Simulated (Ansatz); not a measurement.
# ThCl4 (I4_1/amd): phonons and vibrational spectra, part 2 of 3

How does ThCl4 (I4_1/amd) vibrate, and is this structure a minimum?

Ansatz 0.2.0; DFT PBEsol, scalar-relativistic, plane waves, PAW.

So far. Step 3 (Relaxing to small forces for the phonons): The largest force component left is 0.54 meV/Å. The volume is held at 26.88 Å³/atom, so a pressure of -0.14 GPa remains at this level.

### Step 4. Zone-centre response

The zone centre comes first: it holds the modes that light can see, as far as symmetry allows. The response to a homogeneous field gives the Born charges and the dielectric tensor.

The input, input.yaml:

```yaml
crystal:
  lattice:
    - [-4.2268708741, 4.2268708741, 3.7610397048]
    - [4.2268708741, -4.2268708741, 3.7610397048]
    - [4.2268708741, 4.2268708741, -3.7610397048]
  atoms:
    - { symbol: Th, position: [0.75, 0.25, 0.5] }
    - { symbol: Th, position: [0.0, 0.0, 0.0] }
    - { symbol: Cl, position: [0.2421103763, 0.9275988594, 0.3145115169] }
    - { symbol: Cl, position: [0.6775988594, 0.8630873425, 0.1854884831] }
    - { symbol: Cl, position: [0.6130873425, 0.9275988594, 0.6854884831] }
    - { symbol: Cl, position: [0.6775988594, 0.4921103763, 0.8145115169] }
    - { symbol: Cl, position: [0.5078896237, 0.3224011406, 0.1854884831] }
    - { symbol: Cl, position: [0.0724011406, 0.7578896237, 0.6854884831] }
    - { symbol: Cl, position: [0.1369126575, 0.3224011406, 0.8145115169] }
    - { symbol: Cl, position: [0.0724011406, 0.3869126575, 0.3145115169] }
kpoints:
  mp_grid: { grid: [4, 4, 4] }
hamiltonian:
  xc: pbesol
scf:
  occupations: { method: fixed }
output:
  eigenvalues: true
phonons:
  method: dfpt
  dielectric: true
  rigid_motions: translations
```

Started as:

```bash
$ ansatz run input.yaml --threads 16 --pin off --max-ram 61440MiB --backend cuda --events-out ev --progress --plain --runs-dir out
```

Numbers of over 12 decimals in the logs are rounded to 6 here.

Output:

```text
[...]
concurrent solve slots: 12 of 16 are kept, ahead of what memory takes: no pass of the eigensolver takes more rounds on 12
[...]
Crystal: 10 atoms, lattice volume = 268.786 Å³
Basis set: ecut = 420 eV, 5245 PW (Γ), exchange–correlation on 96×96×96 points (8 copies of the dense FFT grid, shifted against one another)
Bands: 50, of which v1, the nominal top of the filled ones, is band 40 counted from 1 (39 counted from 0)
Symmetry: 16 space group operations
k-points: 36 of 64 (irreducible under 1 space group operation, time reversal used)
[...]
SCF iter   1: F=—  HF=-34620.372303 eV  |F-HF|=—  |Δ(HF+E_count)|=         —  Δρ=5.57e-3  dr2=1.05e-1  ethr=1.77e-3  ⟨swp⟩=4.1  Hψ=5986  notcnv=0  defer=195
[...]
SCF iter   9: F=-34620.357739 eV  HF=-34620.357739 eV  |F-HF|=5.09e-11  |Δ(HF+E_count)|=  4.22e-10  Δρ=8.20e-8  dr2=2.15e-11  ethr=1.00e-12  ⟨swp⟩=16.0  Hψ=12500  notcnv=0
SCF 1 converged in 9 iterations: F = -34620.357739 eV  dr2 = 2.15e-11
[...]
NSCF: frozen V_eff on 1 k-points
[...]
SCF converged after 9 iterations
[...]
0.00000   -0.00000    4.10572
    site 1:
         5.75064   -0.00000   -0.00000
        -0.00000    5.75064   -0.00000
         0.00000   -0.00000    4.10572
    site 2:
        -0.43786    0.00000    0.00000
        -0.00000   -2.43746   -0.46457
         0.00000   -0.51608   -1.02643
    site 3:
        -2.43746   -0.00000    0.46457
         0.00000   -0.43786    0.00000
         0.51608   -0.00000   -1.02643
    site 4:
        -0.43786    0.00000    0.00000
        -0.00000   -2.43746    0.46457
         0.00000    0.51608   -1.02643
    site 5:
        -2.43746   -0.00000   -0.46457
         0.00000   -0.43786   -0.00000
        -0.51608   -0.00000   -1.02643
    site 6:
        -0.43786    0.00000   -0.00000
        -0.00000   -2.43746   -0.46457
        -0.00000   -0.51608   -1.02643
    site 7:
        -2.43746   -0.00000   -0.46457
         0.00000   -0.43786   -0.00000
        -0.51608   -0.00000   -1.02643
    site 8:
        -0.43786   -0.00000   -0.00000
        -0.00000   -2.43746    0.46457
        -0.00000    0.51608   -1.02643
    site 9:
        -2.43746   -0.00000    0.46457
         0.00000   -0.43786    0.00000
         0.51608   -0.00000   -1.02643
  Z* charge neutrality: 2.054e-5 e pre-enforcement
  k-mesh period / interband length: 33.8 Å / 1.57 Å = 21.55 at k = (-0.5000, -0.5000, -0.5000), direct gap 4.008 eV — 14 or more, which is no proof of convergence
  optical modes at Γ without the LO–TO term, one row a degenerate level:
      ω (cm⁻¹)  modes    IR ((D/Å)²/amu)
         28.94      1             0.0000
         48.46      1             0.0000
         51.06      2             0.0000
         63.49      1             0.0000
         70.02      1             0.0000
         91.42      2             7.2563
        101.70      2             0.0000
        117.09      1             0.0000
        147.43      2             9.3486
        164.60      1            10.1818
        176.70      1             0.0000
        179.81      2             0.0000
[...]
optical modes at Γ + LO–TO along q̂ = [1.0000, 0.0000, 0.0000]:
      ω (cm⁻¹)  modes    IR ((D/Å)²/amu)
[...]
optical modes at Γ + LO–TO along q̂ = [0.0000, 1.0000, 0.0000]:
      ω (cm⁻¹)  modes    IR ((D/Å)²/amu)
[...]
optical modes at Γ + LO–TO along q̂ = [0.0000, 0.0000, 1.0000]:
      ω (cm⁻¹)  modes    IR ((D/Å)²/amu)
[...]
147.43      2             9.3486
        176.70      1             0.0000
        179.81      2             0.0000
        189.44      1             0.0000
        202.33      1             0.0000
        213.78      2            29.6012
        221.80      1             9.9564
        252.69      1             0.2675
        253.80      2             0.0000
        269.99      1             0.0000
        288.78      1             0.0000
        310.58      1             0.0000
```

The job ended after 8.2 s (1 × NVIDIA GB200 with 16 threads of Arm Neoverse V2, shared host; peak memory 3 GiB; 59 s of CPU time).

This step gave:

* sum-rule residual before enforcement: 8.77e-5 eV/Å²
* miss of the charge sum rule: 2.05e-5 e
* point group: 4/mmm
* highest optical mode at the zone centre (no LO-TO term): 310.6 cm⁻¹
* lowest optical zone-centre mode: 28.94 cm⁻¹
* mean high-frequency dielectric constant: 3.904
* largest Born charge (third of the trace): 5.202 e
* mean static dielectric constant: 10.05
* top of the zone-centre spectrum with the field: 310.6 cm⁻¹

Without the LO-TO term. Patterns of degenerate modes are one choice out of their space. The modes at Γ (shares of kinetic energy by element, %):

| mode | frequency (cm⁻¹) | symmetry | Th % | Cl % |
| --- | --- | --- | --- | --- |
| 1 | 0.0 | acoustic | 62 | 38 |
| 2 | 0.0 | acoustic | 62 | 38 |
| 3 | 0.0 | acoustic | 62 | 38 |
| 4 | 28.9 | B1u | 0 | 100 |
| 5 | 48.5 | B2g | 0 | 100 |
| 6 | 51.1 | Eg | 1 | 99 |
| 7 | 51.1 | Eg | 1 | 99 |
| 8 | 63.5 | A2g | 0 | 100 |
| 9 | 70.0 | B1g | 96 | 4 |
| 10 | 91.4 | Eu | 21 | 79 |
| 11 | 91.4 | Eu | 21 | 79 |
| 12 | 101.7 | Eg | 77 | 23 |
| 13 | 101.7 | Eg | 77 | 23 |
| 14 | 117.1 | A1u | 0 | 100 |
| 15 | 147.4 | Eu | 0 | 100 |
| 16 | 147.4 | Eu | 0 | 100 |
| 17 | 164.6 | A2u | 31 | 69 |
| 18 | 176.7 | A1g | 0 | 100 |
| 19 | 179.8 | Eg | 8 | 92 |
| 20 | 179.8 | Eg | 8 | 92 |
| 21 | 189.4 | B2u | 0 | 100 |
| 22 | 202.3 | B1g | 4 | 96 |
| 23 | 213.8 | Eu | 17 | 83 |
| 24 | 213.8 | Eu | 17 | 83 |
| 25 | 252.2 | A2u | 7 | 93 |
| 26 | 253.8 | Eg | 14 | 86 |
| 27 | 253.8 | Eg | 14 | 86 |
| 28 | 270.0 | B1g | 0 | 100 |
| 29 | 288.8 | A1g | 0 | 100 |
| 30 | 310.6 | B2u | 0 | 100 |

Displacements in mode 4 (28.9 cm⁻¹), the largest set to 1:
```
Th1  0.00  0.00  0.00
Th2  0.00  0.00  0.00
Cl3  1.00  0.00  0.00
Cl4  0.00 -1.00  0.00
Cl5 -1.00  0.00  0.00
Cl6  0.00  1.00  0.00
Cl7  1.00  0.00  0.00
Cl8  0.00  1.00  0.00
Cl9 -1.00  0.00  0.00
Cl10 0.00 -1.00  0.00
```

Displacements in mode 27 (253.8 cm⁻¹), the largest set to 1:
```
Th1  0.00 -0.28  0.00
Th2  0.00  0.28  0.00
Cl3  0.00 -0.80  1.00
Cl4  0.01 -0.07  0.01
Cl5  0.00 -0.80 -1.00
Cl6  0.01 -0.07 -0.01
Cl7  0.00  0.80 -1.00
Cl8 -0.01  0.07  0.01
Cl9  0.00  0.80  1.00
Cl10-0.01  0.07 -0.01
```

Optical modes at the zone centre, without and with the macroscopic field of the longitudinal modes; each column is sorted by frequency, so a row need not hold one and the same mode. Modes with and without the field, by row:

| rank among optical modes | no field (cm⁻¹) | q along (1, 0, 0) (cm⁻¹) | q along (0, 0, 1) (cm⁻¹) |
| --- | --- | --- | --- |
| 1 | 28.9 | 28.9 | 28.9 |
| 2 | 48.5 | 48.5 | 48.5 |
| 3 | 51.1 | 51.1 | 51.1 |
| 4 | 51.1 | 51.1 | 51.1 |
| 5 | 63.5 | 63.5 | 63.5 |
| 6 | 70 | 70 | 70 |
| 7 | 91.4 | 91.4 | 91.4 |
| 8 | 91.4 | 101.7 | 91.4 |
| 9 | 101.7 | 101.7 | 101.7 |
| 10 | 101.7 | 104.9 | 101.7 |
| 11 | 117.1 | 117.1 | 117.1 |
| 12 | 147.4 | 147.4 | 147.4 |
| 13 | 147.4 | 161.7 | 147.4 |
| 14 | 164.6 | 164.6 | 176.7 |
| 15 | 176.7 | 176.7 | 179.8 |
| 16 | 179.8 | 179.8 | 179.8 |
| 17 | 179.8 | 179.8 | 189.4 |
| 18 | 189.4 | 189.4 | 202.3 |
| 19 | 202.3 | 202.3 | 213.8 |
| 20 | 213.8 | 213.8 | 213.8 |
| 21 | 213.8 | 252.2 | 221.8 |
| 22 | 252.2 | 253.8 | 252.7 |
| 23 | 253.8 | 253.8 | 253.8 |
| 24 | 253.8 | 270 | 253.8 |
| 25 | 270 | 288.8 | 270 |
| 26 | 288.8 | 289.9 | 288.8 |
| 27 | 310.6 | 310.6 | 310.6 |

Born charge (rows field, columns displacement) (e), principal values of the symmetric part by kind of site:

| atom | atoms with these values | low | middle | high | mean |
| --- | --- | --- | --- | --- | --- |
| Th1 | 2 | 4.11 | 5.75 | 5.75 | 5.20 |
| Cl3 | 8 | -2.59 | -0.87 | -0.44 | -1.30 |

In full for Cl3:

```
-0.44  0.00  0.00
 0.00 -2.44 -0.46
 0.00 -0.52 -1.03
```

High-frequency dielectric tensor:

```
4.04 0.00 0.00
0.00 4.04 0.00
0.00 0.00 3.63
```

Static dielectric tensor (ions relaxed, fixed cell):

```
11.76  0.00  0.00
 0.00 11.76  0.00
 0.00  0.00  6.62
```

Transverse modes. Lines of the infrared spectrum (strongest = 100):

| position (cm⁻¹) | relative intensity |
| --- | --- |
| 29 | 0.0 |
| 48 | 0.0 |
| 51 | 0.0 |
| 64 | 0.0 |
| 70 | 0.0 |
| 91 | 25 |
| 102 | 0.0 |
| 117 | 0.0 |
| 147 | 32 |
| 165 | 34 |
| 177 | 0.0 |
| 180 | 0.0 |
| 189 | 0.0 |
| 202 | 0.0 |
| 214 | 100 |
| 252 | 0.1 |
| 254 | 0.0 |
| 270 | 0.0 |
| 289 | 0.0 |
| 311 | 0.0 |

Before it was imposed, the acoustic sum rule was missed by 8.8e-5 eV/Å² and the charge sum rule by 2.1e-5 e. Small misses are needed for a sound result but don't prove that mesh and cutoff are converged. The lowest optical mode is real, 28.9 cm⁻¹.

(Continued in part 3 of 3.)

[Logs are printed without paths, hosts, clocks, repeated set-up lines and the standing remarks that a program may print on its own settings, such as how far it seeks lower states.]

[Hosts, paths, dates, database ids (printed as entryN), source tags and the programs' standing remarks are cut or masked in the printed files.]
